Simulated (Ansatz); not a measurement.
# Al (Fm-3m): phonon-mediated transition temperature, part 2 of 2

What Tc do the phonons of Al (Fm-3m) give, and how does it depend on μ*? The cell shown first is a relaxed one, from steps not shown here.

Ansatz 0.2.0; DFT PBE, scalar-relativistic, plane waves, PAW.

So far, log mean phonon energy ħω_log (meV): step 2 (coupling and resistivity: q 3×3×3, k 9×9×9, scattering …) 24.3.

## (3) Coupling and resistivity: q 4×4×4, k 12×12×12, scattering 20×20×20

The next rung changes the q mesh, which sets the reach of the force constants and couplings; the k mesh of the density and its response; the scattering mesh, which samples the Fermi surface.

input.yaml

```yaml
crystal:
  lattice:
    - [0.0, 2.0221356536, 2.0221356536]
    - [2.0221356536, 0.0, 2.0221356536]
    - [2.0221356536, 2.0221356536, 0.0]
  atoms:
    - { symbol: Al, position: [0.0, 0.0, 0.0] }
kpoints:
  mp_grid: { grid: [12, 12, 12] }
hamiltonian:
  xc: pbe
scf:
  occupations: { method: methfessel_paxton, width: 0.2 }
output:
  eigenvalues: true
phonons:
  method: dfpt
  qmesh: [4, 4, 4]
  temperatures: { t_max: 1000, t_step: 50 }
  qpath:
    path:
      - [[0.0, 0.0, 0.0], [0.5, 0.0, 0.5], [0.625, 0.25, 0.625]]
      - [[0.375, 0.375, 0.75], [0.0, 0.0, 0.0], [0.5, 0.5, 0.5], [0.5, 0.25, 0.75], [0.5, 0.0, 0.5]]
    npoints: 10
  electrical_resistivity:
    mesh: [20, 20, 20]
    temperatures: [20.0, 50.0, 80.0, 100.0, 150.0, 200.0, 273.0, 300.0, 400.0, 500.0, 600.0, 800.0]
  superconductivity: { mesh: [20, 20, 20] }
```

Launch:

```bash
> ansatz run input.yaml --threads 4 --pin off --max-ram 10240MiB --backend cpu --events-out ev --progress --plain --runs-dir out
```

Numbers of over 12 decimals in the logs are rounded to 6 here.

The log of the run:

```text
[...]
Crystal: 1 atoms, lattice volume = 16.537 Å³
Basis set: ecut = 420 eV, 331 PW (Γ), exchange–correlation on 40×40×40 points (8 copies of the dense FFT grid, shifted against one another)
Bands: 6, of which v1, the nominal top of the filled ones, is band 2 counted from 1 (1 counted from 0)
Symmetry: 48 space group operations
k-points: 72 of 1728
[...]
SCF iter   1: F=—  HF=-537.509746 eV  |F-HF|=—  |Δ(HF+E_count)|=         —  Δρ=5.32e-4  dr2=2.56e-5  ethr=1.77e-3  ⟨swp⟩=4.5  Hψ=3530  notcnv=0
[...]
SCF iter   5: F=-537.509762 eV  HF=-537.509762 eV  |F-HF|=5.68e-13  |Δ(HF+E_count)|=  2.77e-11  S|Δr|=    0.00e0  Δρ=1.46e-7  dr2=3.08e-12  ethr=1.00e-12  ⟨swp⟩=5.0  Hψ=1790  notcnv=0
SCF 1 converged in 5 iterations: F = -537.509762 eV  dr2 = 3.08e-12
[...]
NSCF: frozen V_eff on 72 k-points
[...]
SCF iter   1: F=—  HF=-537.509746 eV  |F-HF|=—  |Δ(HF+E_count)|=         —  Δρ=5.32e-4  dr2=2.56e-5  ethr=1.77e-3  ⟨swp⟩=4.5  Hψ=3530  notcnv=0
[...]
SCF iter   5: F=-537.509762 eV  HF=-537.509762 eV  |F-HF|=6.82e-13  |Δ(HF+E_count)|=  2.77e-11  S|Δr|=    0.00e0  Δρ=1.46e-7  dr2=3.07e-12  ethr=1.00e-12  ⟨swp⟩=1.1  Hψ=1025  notcnv=0
SCF 2 converged in 5 iterations: F = -537.509762 eV  dr2 = 3.07e-12
[...]
SCF converged after 5 iterations
[...]
Free energy (F): -537.509762 eV
[...]
Internal energy: -537.509830 eV  (E = F + TS)
E sigma→0 (E₀):  -537.509779 eV
Entropy (-TS):   0.000068 eV (0.068 meV/atom)
Fermi energy:    7.785863 eV
[...]
--- Band table (eV; the first three rows and the last of 72) ---
[...]
ASR residual: 2.342e-6 → 0.000e0 eV/Å²; symmetrization residual: 3.368e-15 eV/Å²
  ASR residual per site (eV/Å²): 2.34e-6
  Γ frequencies (cm⁻¹): 0.00 0.00 0.00
--- Phonons (arbitrary-q DFPT): 8 irreducible q on the 4×4×4 mesh ---
[...]
interpolated dispersion: 62 rows × 3 modes
[...]
--- Electrical resistivity: potentials and phonons of a 4×4×4 supercell ---
[...]
at the Fermi level of each mesh (of a tensor a third of its trace):
[...]
20×20×20                     0.1980             12.4786    0.4343    0.3515          24.491
       10×10×10                     0.2055             12.2123    0.4580    0.3733          25.072
          5×5×5                     0.2103             11.8240    0.4831    0.4193          26.251
  resistivity on the deck's mesh, µΩ·cm:
[...]
20.00     3.8017e-4              no     3.8017e-4     3.8017e-4     3.8017e-4       3.1177e-3         9.2405e-4
     50.00     4.6672e-2              no     4.6672e-2     4.6672e-2     4.6672e-2       8.0103e-2         5.0368e-2
     80.00     2.3840e-1              no     2.3840e-1     2.3840e-1     2.3840e-1       2.9678e-1         2.4891e-1
    100.00     4.2470e-1              no     4.2470e-1     4.2470e-1     4.2470e-1       4.8601e-1         4.5669e-1
    150.00     9.4890e-1              no     9.4890e-1     9.4890e-1     9.4890e-1        1.0019e0          1.0891e0
    200.00      1.4733e0              no      1.4733e0      1.4733e0      1.4733e0        1.5178e0          1.7434e0
    273.00      2.2072e0              no      2.2072e0      2.2072e0      2.2072e0        2.2472e0          2.6589e0
    300.00      2.4712e0              no      2.4712e0      2.4712e0      2.4712e0        2.5113e0          2.9867e0
    400.00      3.4278e0              no      3.4278e0      3.4278e0      3.4278e0        3.4729e0          4.1698e0
    500.00      4.3659e0              no      4.3659e0      4.3659e0      4.3659e0        4.4195e0          5.3251e0
    600.00      5.2945e0              no      5.2945e0      5.2945e0      5.2945e0        5.3583e0          6.4661e0
    800.00      7.1367e0              no      7.1367e0      7.1367e0      7.1367e0        7.2222e0          8.7258e0
[...]
not converged in the mesh (λ; λ_tr; the resistivity at 20 K by 20.24 %; the resistivity at 50 K by 3.66 %; the resistivity at 80 K by 6.39 %; the resistivity at 100 K by 7.61 %; the resistivity at 150 K by 9.26 %; the resistivity at 200 K by 9.95 %; the resistivity at 273 K by 10.34 %; the resistivity at 300 K by 10.41 %; the resistivity at 400 K by 10.49 %; the resistivity at 500 K by 10.44 %; the resistivity at 6 [...]
  vibrations of 64 cells: unjudged by the run; compare a larger repeat
[...]
--- Superconductivity: potentials and phonons of a 4×4×4 supercell ---
           mesh         λ    ħω_log (meV)  μ* declared at (meV)
       20×20×20    0.4343          24.491               27.756
       10×10×10    0.4580          25.072               27.917
          5×5×5    0.4831          26.251               28.360
  λ by the species' shares of the modes' patterns: Al 0.4343
[...]
0.08      2.677         2.728         2.506         2.507         2.627         2.627          2.627
      0.10      1.849         1.880         1.675         1.675         1.779         1.779          1.780
      0.12      1.194         1.213         1.048         1.048         1.135         1.135          1.135
      0.13      0.931         0.945         0.804         0.805         0.882         0.882          0.882
      0.14      0.708         0.718         0.603         0.604         0.671         0.671          0.671
      0.16      0.374         0.379         0.312         0.312         0.360         0.361          0.361
      0.20      0.061         0.062    none_found    none_found    none_found    none_found     none_found
  none_found: no transition down to 0.1 K
[...]
not converged in the mesh (λ, the transition temperature): between neighbouring meshes, the two finest first, λ moves by 5.45 % and 5.49 % and the anisotropic transition temperature over the full bandwidth at μ* = 0.13 by 44.96 % and 47.97 %; converged means that the two finest part by at most 2.00 % and 5.00 %
  vibrations of 64 cells: unjudged by the run; compare a larger repeat
[...]
```

Elapsed: 1.7 min, on 4 threads of Intel Xeon Platinum 8375C at 2.90GHz (Ice Lake), shared host; peak memory 2.2 GiB.

Numbers from this step:

```yaml
zero_point_energy: 0.03829 eV/cell
highest_frequency_solved_or_plainly_interpolated: 341.6 cm⁻¹
debye_temperature_second_moment: 399 K
resistivity_at_300_k: 2.471 μΩ cm
coupling_constant_lambda: 0.4343
density_of_states_at_the_fermi_level: 0.198 states/eV a spin and cell
log_mean_phonon_energy_omega_log: 24.49 meV
transport_coupling_constant_lambda_tr: 0.3515, 0.3515, 0.3515 (xx, yy, zz)
drude_plasma_energy: 12.48, 12.48, 12.48 eV (xx, yy, zz)
resistivity_times_mean_free_path: 5.088, 5.088, 5.088 × 10⁻¹⁶ Ω m² (xx, yy, zz)
second_moment_phonon_energy_omega: 27.76 meV
coupling_lambda_by_branch: 0.0957, 0.126, 0.213 (branches by rank of frequency)
```

An empty cell: under 1 mK by a formula, or no transition down to the floor of the Eliashberg search. Transition temperatures:

```csv
μ*,McMillan Tc (K),Allen–Dynes Tc (K),isotropic Fermi-surface Tc (K),isotropic full bandwidth Tc (K),anisotropic Fermi-surface Tc (K),anisotropic full bandwidth Tc (K),anisotropic narrow window Tc (K)
0.08,2.68,2.73,2.51,2.51,2.63,2.63,2.63
0.1,1.85,1.88,1.68,1.68,1.78,1.78,1.78
0.12,1.19,1.21,1.05,1.05,1.13,1.13,1.13
0.13,0.931,0.945,0.804,0.805,0.882,0.882,0.882
0.14,0.708,0.718,0.603,0.604,0.671,0.671,0.671
0.16,0.374,0.379,0.312,0.312,0.36,0.361,0.361
0.2,0.0609,0.0616,-,-,-,-,-
```

## (4) Resistivity: q 6×6×6, k 18×18×18, scattering 24×24×24

The next rung changes the q mesh, which sets the reach of the force constants and couplings; the k mesh of the density and its response; the scattering mesh, which samples the Fermi surface.

input.yaml, the sections that differ from step 3:

```yaml
kpoints:
  mp_grid: { grid: [18, 18, 18] }
phonons:
  method: dfpt
  qmesh: [6, 6, 6]
  temperatures: { t_max: 1000, t_step: 50 }
  qpath:
    path:
      - [[0.0, 0.0, 0.0], [0.5, 0.0, 0.5], [0.625, 0.25, 0.625]]
      - [[0.375, 0.375, 0.75], [0.0, 0.0, 0.0], [0.5, 0.5, 0.5], [0.5, 0.25, 0.75], [0.5, 0.0, 0.5]]
    npoints: 10
  electrical_resistivity:
    mesh: [24, 24, 24]
    temperatures: [20.0, 50.0, 80.0, 100.0, 150.0, 200.0, 273.0, 300.0, 400.0, 500.0, 600.0, 800.0]
  superconductivity: { mesh: [24, 24, 24] }
# crystal, hamiltonian, scf, output: as in step 3
```

The log of the run:

```text
[...]
Crystal: 1 atoms, lattice volume = 16.537 Å³
Basis set: ecut = 420 eV, 331 PW (Γ), exchange–correlation on 40×40×40 points (8 copies of the dense FFT grid, shifted against one another)
Bands: 6, of which v1, the nominal top of the filled ones, is band 2 counted from 1 (1 counted from 0)
Symmetry: 48 space group operations
k-points: 195 of 5832
[...]
SCF iter   1: F=—  HF=-537.500196 eV  |F-HF|=—  |Δ(HF+E_count)|=         —  Δρ=4.68e-4  dr2=1.11e-5  ethr=1.77e-3  ⟨swp⟩=4.5  Hψ=9563  notcnv=0
[...]
SCF iter   6: F=-537.500228 eV  HF=-537.500228 eV  |F-HF|=7.96e-13  |Δ(HF+E_count)|=  5.91e-12  S|Δr|=    0.00e0  Δρ=9.37e-8  dr2=1.69e-12  ethr=1.00e-12  ⟨swp⟩=5.1  Hψ=3749  notcnv=0
SCF 1 converged in 6 iterations: F = -537.500228 eV  dr2 = 1.69e-12
[...]
WARN: eigensolver did not converge in 3 slots of this pass, the one above among them; of largest residual over every band (k=12): 1 band(s) unlocked (lowest unlocked band 5, counted from 0; max residual 7.41e-3 eV among the unlocked bands, 7.41e-3 eV over every band); of lowest unlocked band (k=12): band 5
[...]
SCF iter   1: F=—  HF=-537.500196 eV  |F-HF|=—  |Δ(HF+E_count)|=         —  Δρ=4.68e-4  dr2=1.11e-5  ethr=1.77e-3  ⟨swp⟩=4.5  Hψ=9563  notcnv=0
[...]
SCF iter   6: F=-537.500228 eV  HF=-537.500228 eV  |F-HF|=7.96e-13  |Δ(HF+E_count)|=  5.91e-12  S|Δr|=    0.00e0  Δρ=9.29e-8  dr2=1.66e-12  ethr=1.00e-12  ⟨swp⟩=2.0  Hψ=1958  notcnv=0
SCF 2 converged in 6 iterations: F = -537.500228 eV  dr2 = 1.66e-12
[...]
SCF converged after 6 iterations
[...]
Free energy (F): -537.500228 eV
[...]
Internal energy: -537.499440 eV  (E = F + TS)
E sigma→0 (E₀):  -537.500031 eV
Entropy (-TS):   -0.000788 eV (-0.788 meV/atom)
Fermi energy:    7.907628 eV
[...]
--- Band table (eV; the first three rows and the last of 195) ---
[...]
ASR residual: 2.075e-5 → 0.000e0 eV/Å²; symmetrization residual: 9.992e-15 eV/Å²
  ASR residual per site (eV/Å²): 2.07e-5
  Γ frequencies (cm⁻¹): 0.00 0.00 0.00
--- Phonons (arbitrary-q DFPT): 16 irreducible q on the 6×6×6 mesh ---
[...]
q = [0.1667, 0.3333, -0.5000] (star 24, 3 solved perturbations on 3078 of 5832 k-point pairs; hermiticity 1.81e-9, symmetrization 1.58e-11): 172.89 207.18 279.46
[...]
interpolated dispersion: 62 rows × 3 modes
[...]
--- Electrical resistivity: potentials and phonons of a 6×6×6 supercell ---
[...]
at the Fermi level of each mesh (of a tensor a third of its trace):
[...]
24×24×24                     0.2033             12.5423    0.4401    0.3600          24.198
       12×12×12                     0.1840             12.2440    0.3953    0.3180          24.860
          6×6×6                     0.1815             10.4014    0.3797    0.3221          25.962
  resistivity on the deck's mesh, µΩ·cm:
[...]
20.00     3.9493e-4              no     3.9493e-4     3.9493e-4     3.9493e-4       3.4834e-3         1.0385e-3
     50.00     4.8328e-2              no     4.8328e-2     4.8328e-2     4.8328e-2       8.3466e-2         5.1842e-2
     80.00     2.4466e-1              no     2.4466e-1     2.4466e-1     2.4466e-1       3.0445e-1         2.5292e-1
    100.00     4.3431e-1              no     4.3431e-1     4.3431e-1     4.3431e-1       4.9657e-1         4.6184e-1
    150.00     9.6630e-1              no     9.6630e-1     9.6630e-1     9.6630e-1        1.0196e0          1.0955e0
    200.00      1.4979e0              no      1.4979e0      1.4979e0      1.4979e0        1.5425e0          1.7504e0
    273.00      2.2421e0              no      2.2421e0      2.2421e0      2.2421e0        2.2820e0          2.6672e0
    300.00      2.5097e0              no      2.5097e0      2.5097e0      2.5097e0        2.5496e0          2.9955e0
    400.00      3.4791e0              no      3.4791e0      3.4791e0      3.4791e0        3.5231e0          4.1803e0
    500.00      4.4279e0              no      4.4279e0      4.4279e0      4.4279e0        4.4795e0          5.3361e0
    600.00      5.3654e0              no      5.3654e0      5.3654e0      5.3654e0        5.4259e0          6.4763e0
    800.00      7.2194e0              no      7.2194e0      7.2194e0      7.2194e0        7.2995e0          8.7299e0
[...]
vibrations of 216 cells: unjudged by the run; compare a larger repeat
[...]
--- Superconductivity: potentials and phonons of a 6×6×6 supercell ---
           mesh         λ    ħω_log (meV)  μ* declared at (meV)
       24×24×24    0.4401          24.198               27.611
       12×12×12    0.3953          24.860               27.938
          6×6×6    0.3797          25.962               28.331
  λ by the species' shares of the modes' patterns: Al 0.4401
[...]
0.08      2.794         2.849         2.613         2.613         2.740         2.739          2.739
      0.10      1.949         1.983         1.763         1.762         1.873         1.873          1.873
      0.12      1.275         1.296         1.116         1.116         1.208         1.208          1.208
      0.13      1.001         1.017         0.863         0.863         0.946         0.946          0.945
      0.14      0.768         0.780         0.653         0.653         0.725         0.725          0.725
      0.16      0.415         0.421         0.344         0.345         0.398         0.398          0.398
      0.20      0.073         0.074    none_found    none_found    none_found    none_found     none_found
  none_found: no transition down to 0.1 K
[...]
vibrations of 216 cells: unjudged by the run; compare a larger repeat
[...]
```

Run time: 8.7 min. Hardware: 4 threads; peak memory 4.9 GiB.

This step gave:

```
zero point energy                                 : 0.03794 eV/cell
highest frequency, solved or plainly interpolated : 315.9 cm⁻¹
Debye temperature (second moment)                 : 396 K
resistivity at 300 K                              : 2.51 μΩ cm
coupling constant λ                               : 0.4401
density of states at the Fermi level              : 0.2033 states/eV a spin and cell
log mean phonon energy ħω_log                     : 24.2 meV
transport coupling constant λ_tr                  : 0.36, 0.36, 0.36 (xx, yy, zz)
Drude plasma energy                               : 12.54, 12.54, 12.54 eV (xx, yy, zz)
resistivity times mean free path                  : 4.996, 4.996, 4.996 × 10⁻¹⁶ Ω m² (xx, yy, zz)
second-moment phonon energy ħω₂                   : 27.61 meV
coupling λ by branch                              : 0.098, 0.131, 0.211 (branches by rank of frequency)
```

An empty cell: under 1 mK by a formula, or no transition down to the floor of the Eliashberg search. Transition temperatures:

```csv
μ*,McMillan Tc (K),Allen–Dynes Tc (K),isotropic Fermi-surface Tc (K),isotropic full bandwidth Tc (K),anisotropic Fermi-surface Tc (K),anisotropic full bandwidth Tc (K),anisotropic narrow window Tc (K)
0.08,2.79,2.85,2.61,2.61,2.74,2.74,2.74
0.1,1.95,1.98,1.76,1.76,1.87,1.87,1.87
0.12,1.28,1.3,1.12,1.12,1.21,1.21,1.21
0.13,1,1.02,0.863,0.863,0.946,0.946,0.945
0.14,0.768,0.78,0.653,0.653,0.725,0.725,0.725
0.16,0.415,0.421,0.344,0.345,0.398,0.398,0.398
0.2,0.073,0.0738,-,-,-,-,-
```

Eliashberg function α²F against phonon energy; read off at these points:

```csv
phonon energy (meV),α²F,α²F tr
2.0,5.1e-4,2.0e-4
4.0,0.00366,0.00236
6.0,0.00874,0.00633
8.0,0.0148,0.0118
10.0,0.0217,0.0185
12.0,0.0297,0.0275
14.0,0.0404,0.0390
16.0,0.0586,0.0601
18.0,0.129,0.163
20.0,0.162,0.192
22.0,0.187,0.201
24.0,0.227,0.215
26.0,0.170,0.130
28.0,0.187,0.132
30.0,0.224,0.148
31.2,0.235,0.152
32.0,0.219,0.137
34.0,0.326,0.198
36.0,0.699,0.433
38.0,0.236,0.144
```

Anisotropic full-bandwidth solution, weighted at the Fermi level. Gaps:

```csv
mu*,T (K),mean gap (meV),5 % (meV),95 % (meV),mean Z
0.1,0.468,0.28,0.239,0.328,1.44
0.1,0.936,0.267,0.229,0.314,1.44
0.1,1.4,0.216,0.185,0.253,1.44
0.1,1.69,0.146,0.125,0.171,1.44
0.13,0.236,0.14,0.118,0.168,1.44
0.13,0.473,0.134,0.113,0.16,1.44
0.13,0.709,0.108,0.0909,0.129,1.44
0.13,0.851,0.0729,0.0615,0.0874,1.44
0.16,0.0994,0.0583,0.0477,0.072,1.44
0.16,0.199,0.0556,0.0454,0.0686,1.44
0.16,0.298,0.0448,0.0366,0.0552,1.44
0.16,0.358,0.0302,0.0248,0.0373,1.44
```

Table of dTc/da2F by phonon energy:

```csv
phonon energy (meV),dTc/da2F (K/meV)
2,-
3,4.38
4,3.81
5,3.38
6,3.04
7,2.76
8,2.53
9,2.34
10,2.18
11,2.03
12,1.91
13,1.79
14,1.70
15,1.61
16,1.53
17,1.45
18,1.39
19,1.32
20,1.27
21,1.21
22,1.17
23,1.12
24,1.08
25,1.04
26,0.999
27,0.969
28,0.936
29,0.906
30,0.876
31,0.849
32,0.823
33,0.799
34,0.776
35,0.754
36,0.733
37,0.713
38,0.694
39,0.676
```

Table of share of the Fermi-level states by lambda of a state:

```csv
lambda of a state,share of the Fermi-level states
0.3590,0.008
0.3680,0
0.3780,0.0221
0.3870,0.0929
0.3970,0.123
0.4060,0.0643
0.4160,0.103
0.4250,0.0732
0.4350,0.0682
0.4440,0.0582
0.4540,0.0831
0.4630,0.0354
0.4730,0.0481
0.4820,0.0533
0.4920,0.0216
0.5010,0.0302
0.5110,0.0568
0.5200,0.0208
0.5300,0.0128
0.5390,0.0039
0.5490,0.0202
0.5580,1.0e-4
0.5680,0
0.5770,0
```

The coupling constant from the curve is λ = 0.44; modes below 27.2 meV give half. Distinct peaks of the Eliashberg function α²F (α²F) stand at 23.8 and 35.8 meV; the one at 35.8 meV is strongest.

## (5) Summary of results

```
meshes                                 : q 6×6×6, k 18×18×18, scattering 24×24×24
coupling constant λ                    : 0.440
log mean phonon energy ħω_log          : 24.2 meV
Allen–Dynes Tc at μ* = 0.1             : 1.98 K
Allen–Dynes Tc at μ* = 0.13            : 1.02 K
anisotropic Eliashberg Tc at μ* = 0.1  : 1.87 K
anisotropic Eliashberg Tc at μ* = 0.13 : 0.946 K
```

**Reading.** In the last run (PBE, q 6×6×6, k 18×18×18, scattering 24×24×24), with λ = 0.44 and ħω_log = 24.2 meV, Tc at μ* = 0.13 is 1 K by McMillan's formula, 1.0 K by Allen and Dynes's and 0.95 K by the anisotropic Eliashberg equations. Allen and Dynes's formula meets the measured 1.2 K at μ* near 0.12. Raising μ* from 0.10 to 0.16 lowers the Allen–Dynes value from 2.0 to 0.42 K. The mean gap at a quarter of Tc gives 2Δ/k_B Tc = 3.43, against 3.53 in weak-coupling theory. The gap spreads from 0.12 to 0.17 meV over nine tenths of the Fermi surface. By the run's own test λ is not converged in the fine mesh: it moves by 10 % between the two finest. The run's transport test calls it not converged in the mesh; ρ(300 K) moves by 7 % in the component that moves most. λ of these runs moves by 0 to 10 % between their two finest meshes, and Tc by more, so small gaps between the runs or to the measured value rank nothing. Over the runs, λ takes the values 0.413, 0.434 and 0.440, in the order shown. μ* is a typed number, phonons are harmonic, and spin fluctuations are left out; at μ* = 0.13 McMillan's formula turns 1 % in λ into about 6.4 % in Tc.

Calculation against experiment:

| quantity | measured | Allen–Dynes, PBE, q 3×3×3, fine 16×16×16 | Eliashberg, PBE, q 3×3×3, fine 16×16×16 | Allen–Dynes, PBE, q 4×4×4, fine 20×20×20 | Eliashberg, PBE, q 4×4×4, fine 20×20×20 | Allen–Dynes, PBE, q 6×6×6, fine 24×24×24 | Eliashberg, PBE, q 6×6×6, fine 24×24×24 |
| --- | --- | --- | --- | --- | --- | --- | --- |
| superconducting transition temperature (μ* = 0.13) (kelvin) | 1.2 | 0.67 (-44.6 %) | 0.62 (-47.9 %) | 0.94 (-21.3 %) | 0.88 (-26.5 %) | 1.02 (-15.0 %) | 0.95 (-21.2 %) |

Measured values from Wikipedia's table of superconducting elements, as read in December (2026).

**Verdict.** For the superconducting transition temperature, of the levels listed nearest comes Allen–Dynes, PBE, q 6×6×6, fine 24×24×24 (-15.0 %, fair agreement) and farthest Eliashberg, PBE, q 3×3×3, fine 16×16×16 (-47.9 %, a clear miss). Limits of convergence are named above.

[Logs are printed without paths, hosts, clocks, repeated set-up lines and the standing remarks that a program may print on its own settings, such as how far it seeks lower states.]

[Hosts, paths, dates, database ids (printed as entryN), source tags and the programs' standing remarks are cut or masked in the printed files.]
